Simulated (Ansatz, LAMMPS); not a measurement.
## Site preference of a vacancy of Hg in amorphous Zn25Hg15S40 (80 atoms)

Aim: make a vacancy of Hg at several sites of amorphous Zn25Hg15S40 (80 atoms), relax each, and compare their energies.

Calculated with Ansatz 0.2.0; Kohn-Sham DFT, RPBE, PAW (set soft_2), plane waves.

**1. The starting structure**

The cell holds 80 atoms: 25 Zn, 15 Hg and 40 S. Cell: a = 12.129 Å, b = 12.129 Å, c = 12.129 Å, α = 90.0°, β = 90.0°, γ = 90.0°. 80 atoms (25 Zn, 15 Hg, 40 S) placed at random at 5.51 g/cm³, melted at 2500 K for 10 ps at fixed volume with the Stillinger-Weber II-VI potential (Zhou et al., Phys. Rev. B 88, 085309 (2013)). Quenched from 2500 K to 300 K at 3 K/ps and fixed volume, held 5 ps, then minimised at fixed cell.

What the set-up can't give: The quench rate of 3 K/ps is orders of magnitude faster than experiment, which tends to freeze in extra defects. The starting topology of bonds comes from the classical model, and needn't be the one that DFT or experiment would give. The Brillouin zone is sampled at Γ only, in a cell whose shortest periodic width is 12 Å. The levels lack spin–orbit coupling, which is large for the heavy elements here.

**2. Single point at the start**

The forces at the start show how far the geometry lies from a minimum of this functional.

input.yaml reads:

```yaml
crystal:
  lattice:
    - [12.1288, 0.0, 0.0]
    - [0.0, 12.1288, 0.0]
    - [0.0, 0.0, 12.1288]
  atoms:
    - { symbol: Zn, position: [0.28532, 0.42252, 0.32025] }
    - { symbol: Zn, position: [0.21558, 0.66047, 0.50176] }
    - { symbol: Zn, position: [0.96623, 0.5571, 0.33064] }
    - { symbol: Zn, position: [0.44673, 0.21633, 0.91305] }
    - { symbol: Zn, position: [0.64138, 0.0851, 0.73188] }
    - { symbol: Zn, position: [0.08002, 0.06045, 0.95574] }
    - { symbol: Zn, position: [0.96614, 0.08829, 0.67174] }
    - { symbol: Zn, position: [0.96632, 0.58281, 0.6557] }
    - { symbol: Zn, position: [0.30667, 0.13734, 0.17343] }
    - { symbol: Zn, position: [0.89249, 0.83936, 0.84431] }
    - { symbol: Zn, position: [0.05578, 0.33867, 0.12042] }
    - { symbol: Zn, position: [0.61577, 0.7885, 0.9197] }
    - { symbol: Zn, position: [0.97109, 0.07917, 0.22872] }
    - { symbol: Zn, position: [0.42778, 0.87488, 0.63841] }
    - { symbol: Zn, position: [0.32705, 0.40589, 0.64217] }
    - { symbol: Zn, position: [0.08102, 0.29635, 0.4749] }
    - { symbol: Zn, position: [0.28079, 0.10162, 0.69487] }
    - { symbol: Zn, position: [0.95571, 0.84248, 0.46518] }
    - { symbol: Zn, position: [0.79504, 0.31563, 0.27387] }
    - { symbol: Zn, position: [0.81419, 0.21677, 0.96269] }
    - { symbol: Zn, position: [0.50197, 0.60256, 0.46397] }
    - { symbol: Zn, position: [0.05477, 0.80771, 0.14856] }
    - { symbol: Zn, position: [0.33519, 0.90412, 0.95351] }
    - { symbol: Zn, position: [0.19148, 0.98189, 0.43323] }
    - { symbol: Zn, position: [0.10422, 0.3172, 0.81346] }
    - { symbol: Hg, position: [0.4691, 0.1768, 0.45184] }
    - { symbol: Hg, position: [0.86185, 0.55782, 0.00991] }
    - { symbol: Hg, position: [0.60729, 0.04042, 0.14139] }
    - { symbol: Hg, position: [0.38907, 0.69455, 0.16325] }
    - { symbol: Hg, position: [0.7203, 0.79327, 0.61246] }
    - { symbol: Hg, position: [0.47926, 0.88761, 0.32497] }
    - { symbol: Hg, position: [0.81808, 0.34532, 0.5979] }
    - { symbol: Hg, position: [0.14557, 0.82075, 0.72999] }
    - { symbol: Hg, position: [0.72612, 0.74695, 0.23956] }
    - { symbol: Hg, position: [0.73718, 0.07461, 0.42005] }
    - { symbol: Hg, position: [0.35164, 0.38736, 0.00581] }
    - { symbol: Hg, position: [0.64566, 0.42333, 0.77209] }
    - { symbol: Hg, position: [0.40737, 0.60823, 0.81523] }
    - { symbol: Hg, position: [0.58384, 0.43522, 0.16954] }
    - { symbol: Hg, position: [0.15942, 0.62389, 0.91296] }
    - { symbol: S, position: [0.571, 0.82173, 0.11274] }
    - { symbol: S, position: [0.68779, 0.6025, 0.89502] }
    - { symbol: S, position: [0.42181, 0.06265, 0.0348] }
    - { symbol: S, position: [0.3388, 0.60442, 0.35702] }
    - { symbol: S, position: [0.61866, 0.20832, 0.28186] }
    - { symbol: S, position: [0.11591, 0.15464, 0.12294] }
    - { symbol: S, position: [0.3016, 0.30884, 0.47871] }
    - { symbol: S, position: [0.34704, 0.04824, 0.34099] }
    - { symbol: S, position: [0.78709, 0.13914, 0.61339] }
    - { symbol: S, position: [0.25326, 0.84277, 0.55559] }
    - { symbol: S, position: [0.81304, 0.46289, 0.40979] }
    - { symbol: S, position: [0.96337, 0.8959, 0.65992] }
    - { symbol: S, position: [0.13312, 0.1169, 0.56296] }
    - { symbol: S, position: [0.02604, 0.39005, 0.64454] }
    - { symbol: S, position: [0.14779, 0.4232, 0.9736] }
    - { symbol: S, position: [0.96526, 0.65624, 0.84196] }
    - { symbol: S, position: [0.29855, 0.2698, 0.77934] }
    - { symbol: S, position: [0.91497, 0.67173, 0.1789] }
    - { symbol: S, position: [0.62996, 0.57618, 0.31687] }
    - { symbol: S, position: [0.22678, 0.76966, 0.05298] }
    - { symbol: S, position: [0.92435, 0.19693, 0.37127] }
    - { symbol: S, position: [0.53504, 0.78833, 0.50401] }
    - { symbol: S, position: [0.39458, 0.31393, 0.19932] }
    - { symbol: S, position: [0.46812, 0.06503, 0.63414] }
    - { symbol: S, position: [0.76675, 0.59051, 0.64057] }
    - { symbol: S, position: [0.96751, 0.91283, 0.00709] }
    - { symbol: S, position: [0.20986, 0.98618, 0.83452] }
    - { symbol: S, position: [0.21292, 0.57174, 0.68598] }
    - { symbol: S, position: [0.86597, 0.35915, 0.09105] }
    - { symbol: S, position: [0.08988, 0.41053, 0.29664] }
    - { symbol: S, position: [0.47749, 0.5582, 0.02337] }
    - { symbol: S, position: [0.7726, 0.86884, 0.40647] }
    - { symbol: S, position: [0.02088, 0.6621, 0.48201] }
    - { symbol: S, position: [0.49755, 0.50586, 0.63979] }
    - { symbol: S, position: [0.97323, 0.17621, 0.84854] }
    - { symbol: S, position: [0.71029, 0.90728, 0.793] }
    - { symbol: S, position: [0.81406, 0.0731, 0.09873] }
    - { symbol: S, position: [0.04912, 0.92183, 0.31078] }
    - { symbol: S, position: [0.63948, 0.23076, 0.86172] }
    - { symbol: S, position: [0.44519, 0.80811, 0.82394] }
kpoints:
  mp_grid: { grid: [1, 1, 1] }
hamiltonian:
  xc: rpbe
scf:
  occupations: { method: gaussian, width: 0.05 }
output:
  forces: true
```

Launch:

```sh
ansatz run input.yaml --threads 4 --pin off --max-ram 8192MiB --backend cpu --events-out ev --progress --plain --runs-dir out
```

Numbers of over 12 decimals in the logs are rounded to 6 here.

The program printed:

```text
[...]
Pseudopotentials: kind: paw
Pseudopotential: Zn, paw, valence charge 12, recommended cutoff 420 eV (normal), Zn.paw.azcp
Pseudopotential: Hg, paw, valence charge 20, recommended cutoff 420 eV (normal), Hg.paw.azcp
Pseudopotential: S, paw, valence charge 6, recommended cutoff 420 eV (normal), S.paw.azcp
[... 5 lines on functional and potentials left out ...]
Crystal: 80 atoms, lattice volume = 1784.241 Å³
Basis set: ecut = 420 eV, 34889 PW (Γ), exchange–correlation on 180×180×180 points (8 copies of the dense FFT grid, shifted against one another)
Bands: 500, of which v1, the nominal top of the filled ones, is band 420 counted from 1 (419 counted from 0)
Symmetry: 1 space group operations
Space group: P1 (ITA 1), of the structure as read, at distance tolerance 1.2e-4 Å
k-points: 1
[... 10 lines on functional and potentials left out ...]
Initial density: superposition of atomic densities (neutral atoms: chi_scale 0, normalization atom), corrected by the library's trained network
Initial wavefunctions: pseudopotential atomic-orbital guess
[...]
SCF iter   1: F=—  HF=-326780.373007 eV  |F-HF|=—  |Δ(HF+E_count)|=         —  Δρ=5.55e-3  dr2=1.39e0  ethr=1.77e-3  ⟨swp⟩=6.0  Hψ=1788  notcnv=0  defer=22
preconditioner: auto → LDOS  [insulator: Δε(μ)=0.108 eV  Ē_g=9.906 eV  σ=0.050 eV  W_gap=0.87  n_scr=436 (ndim 8)  ℏωp=23.6 eV  f_vac=0.070  D(μ)=14.52/eV (n_scr^D=56)  ε∞_Penn≈6.7  β→1.0]
SCF iter   2: F=—  HF=-326780.655150 eV  |F-HF|=—  |Δ(HF+E_count)|=   2.82e-1  Δρ=9.23e-3  dr2=5.93e0  ethr=1.66e-4  ⟨swp⟩=3.0  Hψ=913  notcnv=0  defer=74
SCF iter   3: F=—  HF=-326780.255919 eV  |F-HF|=—  |Δ(HF+E_count)|=   3.99e-1  Δρ=2.38e-3  dr2=4.38e-1  ethr=1.66e-4  ⟨swp⟩=2.0  Hψ=901  notcnv=0  defer=74
SCF iter   4: F=—  HF=-326780.232884 eV  |F-HF|=—  |Δ(HF+E_count)|=   2.30e-2  Δρ=8.06e-4  dr2=2.78e-2  ethr=5.21e-5  ⟨swp⟩=2.0  Hψ=748  notcnv=0  defer=60
automatic band count: iteration 4 solves 486 bands in place of 500: the levels show a gap, and the empty bands left out lie too high to hold charge; the band table lists the bands solved (type scf.n_extra_bands for more)
SCF iter   5: F=—  HF=-326780.230430 eV  |F-HF|=—  |Δ(HF+E_count)|=   2.45e-3  Δρ=5.35e-4  dr2=1.11e-2  ethr=3.31e-6  ⟨swp⟩=2.0  Hψ=878  notcnv=0  defer=60
SCF iter   6: F=—  HF=-326780.229166 eV  |F-HF|=—  |Δ(HF+E_count)|=   1.26e-3  Δρ=3.81e-4  dr2=5.47e-3  ethr=1.32e-6  ⟨swp⟩=2.0  Hψ=746  notcnv=0  defer=60
[...]
SCF iter  19: F=—  HF=-326780.232300 eV  |F-HF|=—  |Δ(HF+E_count)|=   4.70e-8  Δρ=2.16e-6  dr2=1.83e-7  ethr=6.90e-11  ⟨swp⟩=2.0  Hψ=725  notcnv=0  defer=60
SCF iter  20: F=-326780.232300 eV  HF=-326780.232300 eV  |F-HF|=5.61e-8  |Δ(HF+E_count)|=   1.73e-8  Δρ=1.37e-6  dr2=7.23e-8  ethr=1.19e-11  ⟨swp⟩=3.0  Hψ=1259  notcnv=0
SCF 1 converged in 20 iterations: F = -326780.232300 eV  dr2 = 7.23e-8
[...]
SCF converged after 20 iterations
Free energy (F): -326780.232300 eV
Harris-Foulkes:  -326780.232300 eV  (|F-HF|=5.61e-8)
Internal energy: -326780.201488 eV  (E = F + TS)
E sigma→0 (E₀):  -326780.216894 eV
Entropy (-TS):   -0.030812 eV (-0.385 meV/atom)
Fermi energy:    7.301329 eV
--- Per-component energies (eV) ---
[...]
Σ components = -326780.232300   (vs F -326780.232300, Δ=0.00e0)
--- Forces (eV/Å), atoms counted from 1 ---
  atom   1  Zn    -0.08564726    -0.10302189     0.12713996
  atom   2  Zn     0.02891457    -0.02965427     0.07745517
  atom   3  Zn    -0.09807795    -0.23947359     0.01923813
  atom   4  Zn     0.13669531    -0.72620502    -0.26793309
[...]
atom  80  S     -0.14712977     0.60793629     0.00490604
  max |Σ_I F_I| component: 2.42e-5 eV/Å
```

It took 25 s on 4 threads of Intel Xeon 6975P-C (Granite Rapids), shared host; peak memory 2.8 GiB; 72 s of CPU time.

The column dr2 measures how far the density is from self-consistency, as an energy; F and HF (Harris–Foulkes) agree once it is small.

The r.m.s. force at the start is 0.30 eV/Å.

**3. Relaxation**

With the cell held, the atoms are moved downhill towards a nearby minimum.

input.yaml reads:

```yaml
crystal:
  lattice:
    - [12.1288, 0.0, 0.0]
    - [0.0, 12.1288, 0.0]
    - [0.0, 0.0, 12.1288]
  atoms:
    [... the 80 atom lines of step 2 ...]
kpoints:
  mp_grid: { grid: [1, 1, 1] }
hamiltonian:
  xc: rpbe
scf:
  occupations: { method: gaussian, width: 0.05 }
output:
  forces: true
relax:
  f_tol: 0.05
  max_steps: 120
```

The program printed:

```text
[...]
Crystal: 80 atoms, lattice volume = 1784.241 Å³
Basis set: ecut = 420 eV, 34889 PW (Γ), exchange–correlation on 180×180×180 points (8 copies of the dense FFT grid, shifted against one another)
Bands: 504, of which v1, the nominal top of the filled ones, is band 420 counted from 1 (419 counted from 0)
Symmetry: 1 space group operations
[...]
k-points: 1
[...]
SCF iter   1: F=—  HF=-326780.374406 eV  |F-HF|=—  |Δ(HF+E_count)|=         —  Δρ=5.54e-3  dr2=1.39e0  ethr=1.77e-3  ⟨swp⟩=6.0  Hψ=1817  notcnv=0  defer=26
[...]
SCF iter  12: F=-326780.232261 eV  HF=-326780.232310 eV  |F-HF|=4.96e-5  |Δ(HF+E_count)|=   4.98e-6  Δρ=3.61e-5  dr2=5.46e-5  ethr=7.44e-9  ⟨swp⟩=3.0  Hψ=1266  notcnv=0
SCF 1 converged in 12 iterations: F = -326780.232261 eV  dr2 = 5.46e-5
[...]
relax step   1: F+E_penalty+E_count = -326780.23226066 eV  Δ(F+E_penalty+E_count) = +0.000e0 eV  max|allowed force component| = 9.746e-1 eV/Å  Δτ_max = 0.0000 Å  (12 SCF iters, dr2 threshold 6.25e-5 eV, accepted)
[...]
relax step   2: F+E_penalty+E_count = -326781.74360251 eV  Δ(F+E_penalty+E_count) = -1.511e0 eV  max|allowed force component| = 4.749e-1 eV/Å  Δτ_max = 0.1948 Å  (11 SCF iters, dr2 threshold 5.94e-5 eV, accepted)
[...]
relax step   3: F+E_penalty+E_count = -326782.65506796 eV  Δ(F+E_penalty+E_count) = -9.115e-1 eV  max|allowed force component| = 3.496e-1 eV/Å  Δτ_max = 0.1988 Å  (14 SCF iters, dr2 threshold 1.41e-5 eV, accepted)
relax step   4: F+E_penalty+E_count = -326783.25321955 eV  Δ(F+E_penalty+E_count) = -5.982e-1 eV  max|allowed force component| = 7.248e-1 eV/Å  Δτ_max = 0.2000 Å  (11 SCF iters, dr2 threshold 2.90e-5 eV, accepted)
relax step   5: F+E_penalty+E_count = -326783.89482289 eV  Δ(F+E_penalty+E_count) = -6.416e-1 eV  max|allowed force component| = 5.007e-1 eV/Å  Δτ_max = 0.1948 Å  (7 SCF iters, dr2 threshold 1.00e-4 eV, accepted)
relax step   6: F+E_penalty+E_count = -326783.90240315 eV  Δ(F+E_penalty+E_count) = -7.580e-3 eV  max|allowed force component| = 3.764e0 eV/Å  Δτ_max = 0.1950 Å  (7 SCF iters, dr2 threshold 1.00e-4 eV, accepted)
relax step   7: F+E_penalty+E_count = -326784.41335576 eV  Δ(F+E_penalty+E_count) = -5.110e-1 eV  max|allowed force component| = 2.427e-1 eV/Å  Δτ_max = 0.1686 Å  (7 SCF iters, dr2 threshold 1.00e-4 eV, accepted)
relax step   8: F+E_penalty+E_count = -326784.60845869 eV  Δ(F+E_penalty+E_count) = -1.951e-1 eV  max|allowed force component| = 1.612e-1 eV/Å  Δτ_max = 0.2000 Å  (8 SCF iters, dr2 threshold 3.68e-6 eV, accepted)
relax step   9: F+E_penalty+E_count = -326784.73885711 eV  Δ(F+E_penalty+E_count) = -1.304e-1 eV  max|allowed force component| = 1.575e-1 eV/Å  Δτ_max = 0.1903 Å  (11 SCF iters, accepted)
relax step  10: F+E_penalty+E_count = -326784.80114095 eV  Δ(F+E_penalty+E_count) = -6.228e-2 eV  max|allowed force component| = 2.522e-1 eV/Å  Δτ_max = 0.1753 Å  (7 SCF iters, dr2 threshold 1.10e-5 eV, accepted)
relax step  11: F+E_penalty+E_count = -326784.89306216 eV  Δ(F+E_penalty+E_count) = -9.192e-2 eV  max|allowed force component| = 2.521e-1 eV/Å  Δτ_max = 0.1182 Å  (6 SCF iters, dr2 threshold 6.07e-5 eV, accepted)
relax step  12: F+E_penalty+E_count = -326785.01334315 eV  Δ(F+E_penalty+E_count) = -1.203e-1 eV  max|allowed force component| = 1.969e-1 eV/Å  Δτ_max = 0.1745 Å  (6 SCF iters, dr2 threshold 6.35e-5 eV, accepted)
relax step  13: F+E_penalty+E_count = -326785.06635134 eV  Δ(F+E_penalty+E_count) = -5.301e-2 eV  max|allowed force component| = 2.400e-1 eV/Å  Δτ_max = 0.1921 Å  (7 SCF iters, dr2 threshold 2.36e-5 eV, accepted)
relax step  14: F+E_penalty+E_count = -326785.14477634 eV  Δ(F+E_penalty+E_count) = -7.843e-2 eV  max|allowed force component| = 1.310e-1 eV/Å  Δτ_max = 0.2000 Å  (7 SCF iters, dr2 threshold 3.51e-5 eV, accepted)
relax step  15: F+E_penalty+E_count = -326785.19257744 eV  Δ(F+E_penalty+E_count) = -4.780e-2 eV  max|allowed force component| = 1.405e-1 eV/Å  Δτ_max = 0.1722 Å  (7 SCF iters, dr2 threshold 5.11e-6 eV, accepted)
relax step  16: F+E_penalty+E_count = -326785.24577365 eV  Δ(F+E_penalty+E_count) = -5.320e-2 eV  max|allowed force component| = 1.319e-1 eV/Å  Δτ_max = 0.1954 Å  (7 SCF iters, dr2 threshold 5.88e-6 eV, accepted)
relax step  17: F+E_penalty+E_count = -326785.28300596 eV  Δ(F+E_penalty+E_count) = -3.723e-2 eV  max|allowed force component| = 1.898e-1 eV/Å  Δτ_max = 0.1929 Å  (7 SCF iters, dr2 threshold 1.53e-5 eV, accepted)
relax step  18: F+E_penalty+E_count = -326785.33391213 eV  Δ(F+E_penalty+E_count) = -5.091e-2 eV  max|allowed force component| = 1.298e-1 eV/Å  Δτ_max = 0.1036 Å  (6 SCF iters, dr2 threshold 3.18e-5 eV, accepted)
relax step  19: F+E_penalty+E_count = -326785.42333355 eV  Δ(F+E_penalty+E_count) = -8.942e-2 eV  max|allowed force component| = 1.441e-1 eV/Å  Δτ_max = 0.2000 Å  (7 SCF iters, dr2 threshold 7.88e-6 eV, accepted)
relax step  20: F+E_penalty+E_count = -326785.52874871 eV  Δ(F+E_penalty+E_count) = -1.054e-1 eV  max|allowed force component| = 1.810e-1 eV/Å  Δτ_max = 0.1949 Å  (7 SCF iters, dr2 threshold 9.71e-6 eV, accepted)
relax step  21: F+E_penalty+E_count = -326785.62471977 eV  Δ(F+E_penalty+E_count) = -9.597e-2 eV  max|allowed force component| = 2.614e-1 eV/Å  Δτ_max = 0.1951 Å  (6 SCF iters, dr2 threshold 3.27e-5 eV, accepted)
relax step  22: F+E_penalty+E_count = -326785.71438221 eV  Δ(F+E_penalty+E_count) = -8.966e-2 eV  max|allowed force component| = 1.396e-1 eV/Å  Δτ_max = 0.2000 Å  (6 SCF iters, dr2 threshold 6.83e-5 eV, accepted)
relax step  23: F+E_penalty+E_count = -326785.74659433 eV  Δ(F+E_penalty+E_count) = -3.221e-2 eV  max|allowed force component| = 8.641e-2 eV/Å  Δτ_max = 0.1904 Å  (7 SCF iters, dr2 threshold 5.56e-6 eV, accepted)
relax step  24: F+E_penalty+E_count = -326785.71805432 eV  Δ(F+E_penalty+E_count) = +2.854e-2 eV  max|allowed force component| = 1.546e-1 eV/Å  Δτ_max = 0.2000 Å  (11 SCF iters, rejected (line search))
relax step  25: F+E_penalty+E_count = -326785.76533586 eV  Δ(F+E_penalty+E_count) = -1.874e-2 eV  max|allowed force component| = 4.164e-2 eV/Å  Δτ_max = 0.0824 Å  (10 SCF iters, accepted)
relax step  26: F+E_penalty+E_count = -326785.76713296 eV  Δ(F+E_penalty+E_count) = -1.797e-3 eV  max|allowed force component| = 6.192e-2 eV/Å  Δτ_max = 0.0564 Å  (9 SCF iters, accepted)
relax step  27: F+E_penalty+E_count = -326785.74875465 eV  Δ(F+E_penalty+E_count) = +1.838e-2 eV  max|allowed force component| = 1.617e-1 eV/Å  Δτ_max = 0.1271 Å  (10 SCF iters, rejected (line search))
[...]
relax step  28: F+E_penalty+E_count = -326785.77216824 eV  Δ(F+E_penalty+E_count) = -5.035e-3 eV  max|allowed force component| = 1.580e-2 eV/Å  Δτ_max = 0.0287 Å  (9 SCF iters, accepted)
SCF converged after 9 iterations
Free energy (F): -326785.772168 eV
[...]
Internal energy: -326785.772168 eV  (E = F + TS)
E sigma→0 (E₀):  -326785.772168 eV
Fermi energy:    7.426657 eV
[...]
--- Forces (eV/Å), atoms counted from 1 ---
  atom   1  Zn     0.00367027     0.00503611    -0.00656272
  atom   2  Zn     0.00010319    -0.00317232    -0.00068288
  atom   3  Zn     0.00203231    -0.00104628    -0.00058034
  atom   4  Zn     0.00165062    -0.00158512     0.00035399
  atom   5  Zn     0.00237419     0.01007334    -0.00116725
  atom   6  Zn     0.00213731     0.00386465     0.00036287
  atom   7  Zn    -0.00470351     0.00351595     0.00198045
  atom   8  Zn     0.00014395     0.00267604    -0.00191553
  atom   9  Zn     0.00074099     0.00545507    -0.00458215
  atom  10  Zn     0.00354973     0.00181097     0.00358346
  atom  11  Zn     0.00083462    -0.00253127     0.00097254
  atom  12  Zn     0.00303279    -0.00002558    -0.00131394
  atom  13  Zn    -0.00394563    -0.00117103     0.00821868
  atom  14  Zn    -0.00109912    -0.00330145    -0.00261229
[...]
atom  79  S     -0.00720569    -0.00140760    -0.00177799
  atom  80  S     -0.00269401     0.00295561     0.00062607
  max |Σ_I F_I| component: 5.29e-5 eV/Å
--- Relaxed structure (28 steps of the walk, 26 accepted, 0 SCFs on fresh bases) ---
  F+E_penalty+E_count = -326785.77216824 eV   max|allowed force component| = 1.580e-2 eV/Å
  atoms:
    - { symbol: Zn, position: [0.271389, 0.422429, 0.327663] }
    - { symbol: Zn, position: [0.238923, 0.655942, 0.507349] }
    - { symbol: Zn, position: [0.966032, 0.548299, 0.331447] }
    - { symbol: Zn, position: [0.453419, 0.211345, 0.902350] }
[...]
- { symbol: S, position: [0.456175, 0.825061, 0.833335] }
```

Elapsed: 4.1 min, on 4 threads; peak memory 2.9 GiB; 15 min of CPU time.

The relaxation converged after 28 steps, 5.54 eV below its start, with a largest force component of 0.016 eV/Å.

(Continued in part 2 of 3.)

[Logs are printed without paths, hosts, clocks, repeated set-up lines and the standing remarks that a program may print on its own settings, such as how far it seeks lower states.]

[Hosts, paths, dates, database ids (printed as entryN), source tags and the programs' standing remarks are cut or masked in the printed files.]
